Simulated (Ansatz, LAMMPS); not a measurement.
# Squeezing and shearing glassy 68SiO2-14MgO-11ZnO-7BaO (mol %) (75 atoms): runs compared

How stiff is glassy 68SiO2-14MgO-11ZnO-7BaO (mol %) (75 atoms), and how do its levels respond to strain?

Computed with Ansatz 0.2.0: Kohn-Sham DFT, PBE, PAW (set soft_2), plane waves.

**1. The cell as built**

The cell holds 75 atoms: 19 Si, 4 Mg, 3 Zn, 2 Ba and 47 O. Cell: a = 10.108 Å, b = 10.108 Å, c = 10.108 Å, α = 90.0°, β = 90.0°, γ = 90.0°. 75 atoms (19 Si, 4 Mg, 3 Zn, 2 Ba, 47 O) placed at random at 2.98 g/cm³, melted at 4000 K for 10 ps at fixed volume with the Morse and Coulomb pair potential with partial charges (Pedone, Malavasi, Menziani, Cormack and Segre, J. Phys. Chem. B 110, 11780 (2006)). Quenched from 4000 K to 300 K at 25 K/ps and fixed volume, held 5 ps, then minimised at fixed cell.

What the set-up can't give: The quench rate of 25 K/ps is many orders above laboratory rates, so the cell is likely richer in defects and strain than a real sample. The starting topology of bonds comes from the classical model, and needn't be the one that DFT or experiment would give. Sampling is at Γ alone. Spin–orbit coupling is left out, which matters for the levels of the heavy elements.

**2. The reference run**

The reference is a single point at the end of the relaxation.

Every strained cell starts from the geometry of this run, and its atoms are relaxed with the cell held.

Its input, with most atom lines left out:

```yaml
crystal:
  lattice:
    - [9.98696, -0.21448, 0.08653]
    - [-0.21448, 10.19682, 0.15589]
    - [0.08653, 0.15589, 10.23487]
  atoms:
    - { symbol: Si, position: [0.08507, 0.03522, 0.96011] }
    - { symbol: Si, position: [0.46364, 0.23773, 0.57168] }
    - { symbol: Si, position: [0.35135, 0.52203, 0.48348] }
    - { symbol: Si, position: [0.16248, 0.18981, 0.68729] }
    - { symbol: Si, position: [0.10405, 0.77437, 0.07942] }
    - { symbol: Si, position: [0.9348, 0.6315, 0.87271] }
    - { symbol: Si, position: [0.76511, 0.28744, 0.11085] }
    [... atom lines 8 to 75 left out ...]
kpoints:
  mp_grid: { grid: [1, 1, 1] }
hamiltonian:
  xc: pbe
scf:
  occupations: { method: fixed }
output:
  forces: true
  stress: true
  populations: true
  dos:
    method: { smearing: { sigma: 0.08 } }
    de: 0.1
    projected: { site_lists: { Ba: [Ba], Mg: [Mg], O: [O], Si: [Si], Zn: [Zn] } }
  eigenvalues: true
  write_density: true
  write_potential: true
  volumetric_format: npy
  elf: true
```

| Item | Value |
| --- | --- |
| free energy per atom | -911.7548 eV/atom |
| r.m.s. force component | 0.00516 eV/Å |
| pressure | 0.008291 GPa |

Filled and empty levels are parted by 3.52 eV (at Γ alone); a semilocal functional tends to put such gaps too low. In a disordered cell it changes from sample to sample, and tail or defect levels can set it.

**3. The runs**

Each row is one run, on 4 threads of Arm Neoverse V1, shared host. The free energy is the program's total, comparable only between runs with the same functional, potentials and atoms.

```tsv
run	atoms	outcome	ionic steps, all passes	free energy (eV)	time	host memory (GiB)
Single point at the start	75	converged	-	-68377.715	11 s	1.1
Cell and atoms relaxed	75	converged	31	-68381.609	5.1 min	1.2
Single point at the relaxed geometry	75	converged	-	-68381.609	18 s	1.2
Volume -3 %	75	converged	9	-68381.420	1.9 min	1.2
Volume +3 %	75	converged	9	-68381.424	1.9 min	1.3
Volume -6 %	75	converged	13	-68380.837	2.7 min	1.2
Volume +6 %	75	converged	8	-68380.912	1.7 min	1.3
Volume -10 %	75	converged	12	-68379.426	2.4 min	1.2
Stretched by 1 % along x	75	converged	7	-68381.565	79 s	1.3
Compressed by 1 % along x	75	converged	6	-68381.562	70 s	1.3
Sheared by 2 % in xy	75	converged	6	-68381.562	75 s	1.3
```

In some runs the program notes that the SCF threshold is loose for the stress.

**4. Pressure against volume**

Atoms are relaxed at each volume, in the scaled cell.

```tsv
volume change (%)	volume (Å³/atom)	energy change (meV/atom)	pressure (GPa)	largest move on relaxing (Å)	bonds	gap (eV)
-10	12.498	29.10	6.83	0.52	-	3.74
-6	13.053	10.29	4.03	0.22	-	3.66
-3	13.470	2.52	1.97	0.12	-	3.59
+0	13.886	0.00	0.01	-	-	3.52
+3	14.303	2.47	-1.82	0.12	-	3.46
+6	14.720	9.29	-3.46	0.22	-	3.41
```

**5. Uniaxial strain and shear**

Stress (GPa, compression positive) less that of the relaxed cell, atoms relaxed:

```tsv
strain	xx	yy	zz	xy	energy change (meV/atom)
stretched by 1 % along x	-1.389	-0.408	-0.392	-0.037	0.58
compressed by 1 % along x	1.417	0.402	0.371	0.035	0.62
sheared by 2 % in xy	-0.116	0.059	-0.044	-0.773	0.62
```

**6. Findings**

The bulk modulus, from the slope of pressure against ln V over the three points nearest the relaxed volume, is 63.2 GPa; between neighbouring points the slope runs 64, 66, 64, 62 and 57 GPa from the smallest volume up, without a steady fall, so no pressure derivative is given. At -10 % some atom moved by over 0.5 Å on relaxing, so that point may sit in another local minimum. The gap goes from 3.74 eV at the smallest volume to 3.41 eV at the largest, -2.0 eV per unit of ln V by a straight line, on the run's k-points. In the Cartesian axes of the cell, finite differences give C11 = 140, C12 = 40.5, C13 = 38.1 and C66 = 38.7 GPa (the shear of 2 % is the engineering strain, εxy = 0.01). The mean of C11, C12 and C13, which equals the bulk modulus in a cubic or isotropic solid, is 73.0 GPa: it lies 15 % over the bulk modulus from the volumes. For an isotropic solid C66 would equal (C11 − C12)/2 = 49.9 GPa; so small a sample needn't be isotropic, and C66 rests on one shear. With the bulk modulus and C66 as K and G, Young's modulus would be about 96 GPa and Poisson's ratio 0.25.

Caveats: Strains are finite and relaxations stop at the force tolerance of the input, which can leave moduli too stiff; they are those of a static cell at zero temperature. Volumes are changed with the cell's shape held, so in an anisotropic solid the modulus lies over the one under free hydrostatic load. The program notes that the SCF threshold of the relaxations is loose for the stress.

The DFT runs together took 20 min of wall time.

[Logs are printed without paths, hosts, clocks, repeated set-up lines and the standing remarks that a program may print on its own settings, such as how far it seeks lower states.]

[Hosts, paths, dates, database ids (printed as entryN), source tags and the programs' standing remarks are cut or masked in the printed files.]
